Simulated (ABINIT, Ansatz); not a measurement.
## How the form of the self-energy moves the gap of BaTiO3 (P4mm)

Wanted: the gap of BaTiO3 (P4mm) under several approximations, with cost.

Calculated with ABINIT 10.8.3; PBE and many-body steps on it, plane waves.

The database entry behind the starting cell differs from later determinations by our own check (c/a about 0.6 % short), so it need not match the best structure at ambient conditions.

## 1. Set-up

It takes space group P4mm (No. 99, tetragonal). Conventional cell: a = 4.000 Å, b = 4.000 Å, c = 4.018 Å, α = 90.00°, β = 90.00°, γ = 90.00°. Nearest to Ba lie 12 O at 2.79 to 2.88 Å. Nearest to Ti lie 6 O at 1.89 to 2.13 Å. Nearest to O lie 2 Ti at 1.89 to 2.13 Å and 4 Ba at 2.83 Å. Nearest to O lie 2 Ti at 2.00 Å and 4 Ba at 2.79 to 2.88 Å. Farther neighbours and most contacts between anions are not listed.

As a file:

```cif
data_structure
_symmetry_space_group_name_H-M 'P4mm'
_symmetry_Int_Tables_number 99
_cell_length_a 3.9998
_cell_length_b 3.9998
_cell_length_c 4.0180
_cell_angle_alpha 90.000
_cell_angle_beta 90.000
_cell_angle_gamma 90.000
_cell_volume 64.28
loop_
_atom_site_label
_atom_site_type_symbol
_atom_site_symmetry_multiplicity
_atom_site_Wyckoff_symbol
_atom_site_fract_x
_atom_site_fract_y
_atom_site_fract_z
_atom_site_occupancy
Ba1 Ba 1 a 0.00000 0.00000 0.00000 1
Ti1 Ti 1 b 0.50000 0.50000 0.49000 1
O1 O 1 b 0.50000 0.50000 0.01900 1
O2 O 2 c 0.50000 0.00000 0.51700 1
```

The cell and positions come from the Crystallography Open Database and are kept as given unless a step says otherwise. Spin-orbit coupling is left out unless a step names it.

## 2. Empty states on the mesh, 4×4×4 mesh, 440 bands

This step: ABINIT 10.8.3; DFT, PBE, plane waves, norm-conserving pseudopotentials.

The sums over transitions need many empty states on a uniform mesh; this step solves for them.

run.abi reads:

```
acell 3*1.0 Angstrom
rprim 
  3.999800000000 0.000000000000 0.000000000000
  0.000000000000 3.999800000000 0.000000000000
  0.000000000000 0.000000000000 4.018000000000
ntypat 3
znucl 56 22 8
natom 5
typat 1 2 3 3 3
xred 
  0.000000000000 0.000000000000 0.000000000000
  0.500000000000 0.500000000000 0.490000000000
  0.500000000000 0.500000000000 0.019000000000
  0.500000000000 0.000000000000 0.517000000000
  0.000000000000 0.500000000000 0.517000000000
pp_dirpath "pseudos"
pseudos "Ba.upf, Ti.upf, O.upf"
ecut 38
ngkpt 4 4 4
nshiftk 1
shiftk 0 0 0
kptopt 1
chksymbreak 0
irdden 1
istwfk *1
nband 440
prtvol 0
optdriver 6
gwr_task "HDIAGO"
paral_kgb 0
occopt 1
indata_prefix "in"
outdata_prefix "out"
tmpdata_prefix "tmp"
```

The run is started by

```sh
$ OMP_NUM_THREADS=1 mpirun -n 16 abinit run.abi > log
```

The log of the run:

```text
.Version 10.8.3 of ABINIT. v10.8.2 released Aug 2026.

 Symmetries : space group P4 m m (# 99); Bravais tP (primitive tetrag.)
[... echo of the input left out ...]
== DATASET  1 ==================================================================
-   mpi_nproc: 16, omp_nthreads: 1 (-1 if OMP is not activated)

--- !DatasetInfo
iteration_state: {dtset: 1, }
dimensions: {natom: 5, nkpt: 18, mband: 440, nsppol: 1, nspinor: 1, nspden: 1, mpw: 4929, }
cutoff_energies: {ecut:  38.0, pawecutdg:  -1.0, }
[...]
Indirect band gap semiconductor
 Fundamental gap:     1.826 (eV)
   VBM:     6.633 (eV) at k: [ 5.0000E-01,  5.0000E-01,  5.0000E-01]
   CBM:     8.459 (eV) at k: [ 0.0000E+00,  0.0000E+00,  0.0000E+00]
 Direct gap:         2.106 (eV) at k: [ 0.0000E+00,  0.0000E+00,  0.0000E+00]

== END DATASET(S) ==============================================================
================================================================================

 -outvars: echo values of variables after computation  --------
           etotal      0.0000000000E+00
            nband         440
             nkpt          18
          spgroup          99
 [... the other variables as echoed above ...]

 Calculation completed.
```

Wall time 7.3 min (16 MPI ranks of Arm Neoverse N1, shared host); peak memory 21 GiB; 1.9 h of CPU time.

Numbers from this step:

```
gap                                                           : 1.826 eV
k of the valence top                                          : 0.5, 0.5, 0.5
k of the conduction bottom                                    : 0, 0, 0
least direct gap                                              : 2.106 eV
k points computed                                             : 18
lowest point of the top converged band, above the valence top : 184.4447 eV
```

On this mesh the gap is 1.826 eV.

The density comes from a self-consistent run that is not shown.

## 3. Screening, 4×4×4 mesh, 188 bands, screening to 176.9 eV

The RPA dielectric matrix is built and inverted for each q.

This step: RPA screening on PBE, plane waves, norm-conserving pseudopotentials.

run.abi, as its differences from that of step 2:

```diff
@@ -23,10 +23,11 @@
 chksymbreak 0
-irdden 1
 istwfk *1
-nband 440
-prtvol 0
-optdriver 6
-gwr_task "HDIAGO"
-paral_kgb 0
 occopt 1
+irdwfk 1
+optdriver 3
+nband 188
+ecuteps 6.5
+inclvkb 2
+awtr 1
+symchi 1
 indata_prefix "in"
```

The log of the run:

```text
.Version 10.8.3 of ABINIT. v10.8.2 released Aug 2026.

 Symmetries : space group P4 m m (# 99); Bravais tP (primitive tetrag.)
[... echo of the input left out ...]
== DATASET  1 ==================================================================
-   mpi_nproc: 16, omp_nthreads: 1 (-1 if OMP is not activated)

--- !DatasetInfo
iteration_state: {dtset: 1, }
dimensions: {natom: 5, nkpt: 18, mband: 188, nsppol: 1, nspinor: 1, nspden: 1, mpw: 4929, }
cutoff_energies: {ecut:  38.0, pawecutdg:  -1.0, }
electrons: {nelect:   4.00000000E+01, charge:   0.00000000E+00, occopt:   1.00000000E+00, tsmear:   1.00000000E-02, }

 SCREENING: Calculation of the susceptibility and dielectric matrices

 Based on a program developped by R.W. Godby, V. Olevano, G. Onida, and L. Reining.
 Incorporated in ABINIT by V. Olevano, G.-M. Rignanese, and M. Torrent.
.Using double precision arithmetic ; gwpc =  8

[... cell and pseudopotentials left out ...]
--------------------------------------------------------------------------------

 ==== K-mesh for the wavefunctions ====
 Number of points in the irreducible wedge :    18
[... list of points left out ...]
 Together with  8 symmetry operations and time-reversal symmetry
 yields    64 points in the full Brillouin Zone.

 ==== Q-mesh for the screening function ====
 Number of points in the irreducible wedge :    18
[... list of points left out ...]
 Together with  8 symmetry operations and time-reversal symmetry
 yields    64 points in the full Brillouin Zone.

 setmesh: FFT mesh size selected  =    30x   30x   30
          total number of points  =        27000

 vcoul_init : cutoff-mode = AUXILIARY_FUNCTION
 q-points for optical limit:   1
     1)      0.000010    0.000020    0.000030

- screening: taking advantage of time-reversal symmetry
- Maximum band index for partially occupied states nbvw = 20
- Remaining bands to be divided among processors   nbcw = 168
- Number of bands treated by each node ~10

 Number of electrons calculated from density =   40.0000; Expected =   40.0000
 average of density, n =  0.092210
 r_s =    1.3731
 omega_plasma =   29.2917 [eV]

 calculating chi0 at frequencies [eV] :
  1    0.000000E+00    0.000000E+00
  2    0.000000E+00    2.929166E+01

--------------------------------------------------------------------------------
  q-point number  1        q = ( 0.000000, 0.000000, 0.000000) [r.l.u.]
--------------------------------------------------------------------------------
[... chi0 elements left out ...]
 For q-point:  0.000010 0.000020 0.000030
  dielectric constant =   6.1776
  dielectric constant without local fields =   6.7445

  Average fulfillment of the sum rule on Im[epsilon] for q-point    1 :     75.14  [%]
[... wings left out ...]
  q-point number  2        q = ( 0.250000, 0.000000, 0.000000) [r.l.u.]
--------------------------------------------------------------------------------
[... chi0 elements left out ...]
  Average fulfillment of the sum rule on Im[epsilon] for q-point    2 :     84.01  [%]

 [... 16 further q-points ...]
```

Elapsed: 6.2 min, on 16 MPI ranks; peak memory 5.9 GiB; 1.7 h of CPU time.

This step gave:

```yaml
eps_infinity_with_local_fields_on_this_mesh_along_the_program_s_q_direction: 6.178
the_same_without_local_fields: 6.745
plasma_frequency: 29.29 eV
plane_waves_in_the_screening_matrix: 341
```

Local fields lower ε∞ by 8 %. On a Γ-centred mesh this coarse the value itself is usually too large, while a short band sum pulls it down.

## 4. G0W0, Godby-Needs plasmon pole

The self-energy is evaluated for the states that the input lists, and the levels follow from it, in one-shot runs by the linearised quasiparticle equation.

This step: G0W0 on PBE, plane waves, norm-conserving pseudopotentials.

run.abi, as its differences from that of step 3:

```diff
@@ -26,8 +26,17 @@
 irdwfk 1
-optdriver 3
+optdriver 4
 nband 188
+gwcalctyp 0
+ecutsigx 38
+symsigma 1
+nkptgw 2
+kptgw 
+  0.5000000000 0.5000000000 0.5000000000
+  0.0000000000 0.0000000000 0.0000000000
+bdgw 
+  18 23
+  19 23
 ecuteps 6.5
-inclvkb 2
-awtr 1
-symchi 1
+irdscr 1
+ppmodel 1
 indata_prefix "in"
```

The log of the run:

```text
.Version 10.8.3 of ABINIT. v10.8.2 released Aug 2026.

 Symmetries : space group P4 m m (# 99); Bravais tP (primitive tetrag.)
[... echo of the input left out ...]
== DATASET  1 ==================================================================
-   mpi_nproc: 16, omp_nthreads: 1 (-1 if OMP is not activated)

--- !DatasetInfo
iteration_state: {dtset: 1, }
dimensions: {natom: 5, nkpt: 18, mband: 188, nsppol: 1, nspinor: 1, nspden: 1, mpw: 4929, }
cutoff_energies: {ecut:  38.0, pawecutdg:  -1.0, }
electrons: {nelect:   4.00000000E+01, charge:   0.00000000E+00, occopt:   1.00000000E+00, tsmear:   1.00000000E-02, }

 SIGMA: Calculation of the GW corrections

 Based on a program developped by R.W. Godby, V. Olevano, G. Onida, and L. Reining.
 Incorporated in ABINIT by V. Olevano, G.-M. Rignanese, and M. Torrent.
.Using double precision arithmetic ; gwpc =  8

[... cell and pseudopotentials left out ...]
--------------------------------------------------------------------------------

 ==== K-mesh for the wavefunctions ====
 Number of points in the irreducible wedge :    18
[... list of points left out ...]
 Together with  8 symmetry operations and time-reversal symmetry
 yields    64 points in the full Brillouin Zone.

 ==== Q-mesh for screening function ====
 Number of points in the irreducible wedge :    18
[... list of points left out ...]
 Together with  8 symmetry operations and time-reversal symmetry
 yields    64 points in the full Brillouin Zone.

 vcoul_init : cutoff-mode = AUXILIARY_FUNCTION
 q-points for optical limit:   1
     1)      0.000010    0.000020    0.000030
 setmesh: FFT mesh size selected  =    45x   45x   45
          total number of points  =        91125

 Number of electrons calculated from density =   40.0000; Expected =   40.0000
 average of density, n =  0.092210
 r_s =    1.3731
 omega_plasma =   29.2917 [eV]

 === KS Band Gaps ===
  >>>> For spin  1
   Minimum direct gap =   2.1061 [eV], located at k-point      :   0.0000  0.0000  0.0000
   Fundamental gap    =   1.8259 [eV], Top of valence bands at :   0.5000  0.5000  0.5000
                                       Bottom of conduction at :   0.0000  0.0000  0.0000
 SIGMA fundamental parameters:
 PLASMON POLE MODEL  1
 number of plane-waves for SigmaX                 4929
 number of plane-waves for SigmaC and W            341
 number of plane-waves for wavefunctions          4929
 number of bands                                   188
 number of independent spin polarizations            1
 number of spinorial components                      1
 number of k-points in IBZ                          18
 number of q-points in IBZ                          18
 number of symmetry operations                       8
 number of k-points in BZ                           64
 number of q-points in BZ                           64
 number of frequencies for dSigma/dE                 9
 frequency step for dSigma/dE [eV]                0.25
 number of omega for Sigma on real axis              0
 max omega for Sigma on real axis  [eV]           0.00
 zcut for avoiding poles [eV]                     0.10

 EPSILON^-1 parameters (SCR file):
 dimension of the eps^-1 matrix on file            341
 dimension of the eps^-1 matrix used               341
 number of plane-waves for wavefunctions          4929
 number of bands                                   188
 number of q-points in IBZ                          18
 number of frequencies                               2
 number of real frequencies                          1
 number of imag frequencies                          1

 matrix elements of self-energy operator (all in [eV])

 Perturbative Calculation

--- !SelfEnergy_ee
iteration_state: {dtset: 1, }
kpoint     : [   0.500,    0.500,    0.500, ]
spin       : 1
KS_gap     :    4.212
QP_gap     :    5.995
Delta_QP_KS:    1.784
data: !SigmaeeData |
     Band     E0 <VxcDFT>   SigX SigC(E0)      Z dSigC/dE  Sig(E)    E-E0       E
       18   6.549 -19.970 -25.000   4.879   0.762  -0.313 -20.085  -0.115   6.433
       19   6.549 -19.970 -25.000   4.879   0.762  -0.313 -20.085  -0.115   6.433
       20   6.633 -19.991 -25.032   4.912   0.761  -0.314 -20.090  -0.099   6.534
       21  10.844 -21.880 -13.200  -6.422   0.746  -0.340 -20.195   1.685  12.529
       22  10.844 -21.880 -13.200  -6.422   0.746  -0.340 -20.195   1.685  12.529
       23  10.845 -21.881 -13.129  -6.475   0.745  -0.342 -20.184   1.697  12.542

--- !SelfEnergy_ee
iteration_state: {dtset: 1, }
kpoint     : [   0.000,    0.000,    0.000, ]
spin       : 1
KS_gap     :    2.106
QP_gap     :    3.566
Delta_QP_KS:    1.460
data: !SigmaeeData |
     Band     E0 <VxcDFT>   SigX SigC(E0)      Z dSigC/dE  Sig(E)    E-E0       E
       19   6.353 -20.076 -24.606   4.380   0.768  -0.303 -20.191  -0.115   6.238
       20   6.353 -20.076 -24.606   4.380   0.768  -0.303 -20.191  -0.115   6.238
       21   8.459 -18.809 -11.399  -5.678   0.776  -0.288 -17.464   1.345   9.804
       22   8.671 -19.000 -11.886  -5.367   0.775  -0.291 -17.646   1.354  10.024
       23   8.671 -19.000 -11.886  -5.367   0.775  -0.291 -17.646   1.354  10.024

== END DATASET(S) ==============================================================
================================================================================

 -outvars: echo values of variables after computation  --------
           etotal      0.0000000000E+00
            nband         188
             nkpt          18
          spgroup          99
 [... the other variables as echoed above ...]

 Calculation completed.
```

The job ended after 32 s (16 MPI ranks; peak memory 5 GiB).

This step gave:

```
G0W0 gap on the points computed              : 3.270 eV
starting gap on the mesh                     : 1.826 eV
k of the valence top                         : 0.5, 0.5, 0.5
k of the conduction bottom                   : 0, 0, 0
Z at the valence top                         : 0.761
Z at the conduction bottom                   : 0.776
least direct G0W0 gap on the computed points : 3.566 eV
```

The gap on the mesh goes from 1.83 eV to 3.27 eV, a correction of +1.44 eV.

## 5. G0W0, von der Linden-Horsch plasmon pole

run.abi, as its differences from that of step 4:

```diff
@@ -40,3 +40,3 @@
 irdscr 1
-ppmodel 1
+ppmodel 3
 indata_prefix "in"
```

The log of the run:

```text
.Version 10.8.3 of ABINIT. v10.8.2 released Aug 2026.

 Symmetries : space group P4 m m (# 99); Bravais tP (primitive tetrag.)
[... echo of the input left out ...]
== DATASET  1 ==================================================================
-   mpi_nproc: 16, omp_nthreads: 1 (-1 if OMP is not activated)

--- !DatasetInfo
iteration_state: {dtset: 1, }
dimensions: {natom: 5, nkpt: 18, mband: 188, nsppol: 1, nspinor: 1, nspden: 1, mpw: 4929, }
cutoff_energies: {ecut:  38.0, pawecutdg:  -1.0, }
electrons: {nelect:   4.00000000E+01, charge:   0.00000000E+00, occopt:   1.00000000E+00, tsmear:   1.00000000E-02, }

 SIGMA: Calculation of the GW corrections

 Based on a program developped by R.W. Godby, V. Olevano, G. Onida, and L. Reining.
 Incorporated in ABINIT by V. Olevano, G.-M. Rignanese, and M. Torrent.
.Using double precision arithmetic ; gwpc =  8

[... cell and pseudopotentials left out ...]
--------------------------------------------------------------------------------

 ==== K-mesh for the wavefunctions ====
 Number of points in the irreducible wedge :    18
[... list of points left out ...]
 Together with  8 symmetry operations and time-reversal symmetry
 yields    64 points in the full Brillouin Zone.

 ==== Q-mesh for screening function ====
 Number of points in the irreducible wedge :    18
[... list of points left out ...]
 Together with  8 symmetry operations and time-reversal symmetry
 yields    64 points in the full Brillouin Zone.

 vcoul_init : cutoff-mode = AUXILIARY_FUNCTION
 q-points for optical limit:   1
     1)      0.000010    0.000020    0.000030
 setmesh: FFT mesh size selected  =    45x   45x   45
          total number of points  =        91125

 Number of electrons calculated from density =   40.0000; Expected =   40.0000
[...]
number of omega for Sigma on real axis              0
 max omega for Sigma on real axis  [eV]           0.00
 zcut for avoiding poles [eV]                     0.10

 EPSILON^-1 parameters (SCR file):
 dimension of the eps^-1 matrix on file            341
 dimension of the eps^-1 matrix used               341
 number of plane-waves for wavefunctions          4929
 number of bands                                   188
 number of q-points in IBZ                          18
 number of frequencies                               2
 number of real frequencies                          1
 number of imag frequencies                          1

 matrix elements of self-energy operator (all in [eV])

 Perturbative Calculation

--- !SelfEnergy_ee
iteration_state: {dtset: 1, }
kpoint     : [   0.500,    0.500,    0.500, ]
spin       : 1
KS_gap     :    4.212
QP_gap     :    6.433
Delta_QP_KS:    2.221
data: !SigmaeeData |
     Band     E0 <VxcDFT>   SigX SigC(E0)      Z dSigC/dE  Sig(E)    E-E0       E
       18   6.549 -19.970 -25.000   4.564   0.835  -0.198 -20.359  -0.389   6.160
       19   6.549 -19.970 -25.000   4.564   0.835  -0.198 -20.359  -0.389   6.160
       20   6.633 -19.991 -25.032   4.597   0.835  -0.198 -20.362  -0.371   6.262
[...]
--- !SelfEnergy_ee
iteration_state: {dtset: 1, }
kpoint     : [   0.000,    0.000,    0.000, ]
spin       : 1
KS_gap     :    2.106
QP_gap     :    3.718
Delta_QP_KS:    1.612
data: !SigmaeeData |
     Band     E0 <VxcDFT>   SigX SigC(E0)      Z dSigC/dE  Sig(E)    E-E0       E
[...]
22   8.671 -19.000 -11.886  -5.630   0.846  -0.183 -17.746   1.254   9.925
       23   8.671 -19.000 -11.886  -5.630   0.846  -0.183 -17.746   1.254   9.925

== END DATASET(S) ==============================================================
================================================================================

 -outvars: echo values of variables after computation  --------
           etotal      0.0000000000E+00
            nband         188
             nkpt          18
          spgroup          99
 [... the other variables as echoed above ...]

 Calculation completed.
```

The job ended after 21 s (16 MPI ranks; peak memory 4 GiB; 5.7 min of CPU time).

This step gave:

* G0W0 gap on the points computed: 3.424 eV
* starting gap on the mesh: 1.826 eV
* k of the valence top: 0.5, 0.5, 0.5
* k of the conduction bottom: 0, 0, 0
* Z at the valence top: 0.835
* Z at the conduction bottom: 0.846
* least direct G0W0 gap on the computed points: 3.717 eV

Against G0W0 in ABINIT (4×4×4 mesh, 188 bands, screening to 176.9 eV, Godby-Needs plasmon pole), the gap moves by +0.154 eV.

## 6. G0W0, Engel-Farid plasmon pole

run.abi, as its differences from that of step 5:

```diff
@@ -40,3 +40,3 @@
 irdscr 1
-ppmodel 3
+ppmodel 4
 indata_prefix "in"
```

The log of the run:

```text
.Version 10.8.3 of ABINIT. v10.8.2 released Aug 2026.

 Symmetries : space group P4 m m (# 99); Bravais tP (primitive tetrag.)
[... echo of the input left out ...]
== DATASET  1 ==================================================================
-   mpi_nproc: 16, omp_nthreads: 1 (-1 if OMP is not activated)

--- !DatasetInfo
iteration_state: {dtset: 1, }
dimensions: {natom: 5, nkpt: 18, mband: 188, nsppol: 1, nspinor: 1, nspden: 1, mpw: 4929, }
cutoff_energies: {ecut:  38.0, pawecutdg:  -1.0, }
[...]
Band     E0 <VxcDFT>   SigX SigC(E0)      Z dSigC/dE  Sig(E)    E-E0       E
[...]
22   8.671 -19.000 -11.886  -5.469   0.797  -0.254 -17.689   1.312   9.982
       23   8.671 -19.000 -11.886  -5.469   0.797  -0.254 -17.689   1.312   9.982

== END DATASET(S) ==============================================================
================================================================================

 -outvars: echo values of variables after computation  --------
           etotal      0.0000000000E+00
            nband         188
             nkpt          18
          spgroup          99
 [... the other variables as echoed above ...]

 Calculation completed.
```

Elapsed: 21 s, on 16 MPI ranks; peak memory 4 GiB; 5.5 min of CPU time.

This step gave:

```
G0W0 gap on the points computed              : 3.407 eV
starting gap on the mesh                     : 1.826 eV
k of the valence top                         : 0.5, 0.5, 0.5
k of the conduction bottom                   : 0, 0, 0
least direct G0W0 gap on the computed points : 3.705 eV
```

Against G0W0 in ABINIT (4×4×4 mesh, 188 bands, screening to 176.9 eV, Godby-Needs plasmon pole), the gap moves by +0.137 eV.

(Continued in part 2 of 2.)

[Paths, hosts, dates, memory and timing lines, banners, echoed tables and standing remarks are left out of the program output.]

[Logs are printed without paths, hosts, clocks, repeated set-up lines and the standing remarks that a program may print on its own settings, such as how far it seeks lower states.]

[Runs of the session that timed out or met a known fault of the program may be left out.]

[No measured gap is set beside runs whose start may be inverted or whose files or cutoffs have a known fault.]

[Hosts, paths, dates, database ids (printed as entryN), source tags and the programs' standing remarks are cut or masked in the printed files.]

[G0W0 gaps are taken among the corrected bands and points alone; a level outside them can change the order at an edge.]

[Where Ansatz stands beside ABINIT at settings called matched, ABINIT's density can come from a denser mesh and the files from another edition; pairs whose starting gaps differed by over 0.03 eV were left out, so agreement reads better than it is.]
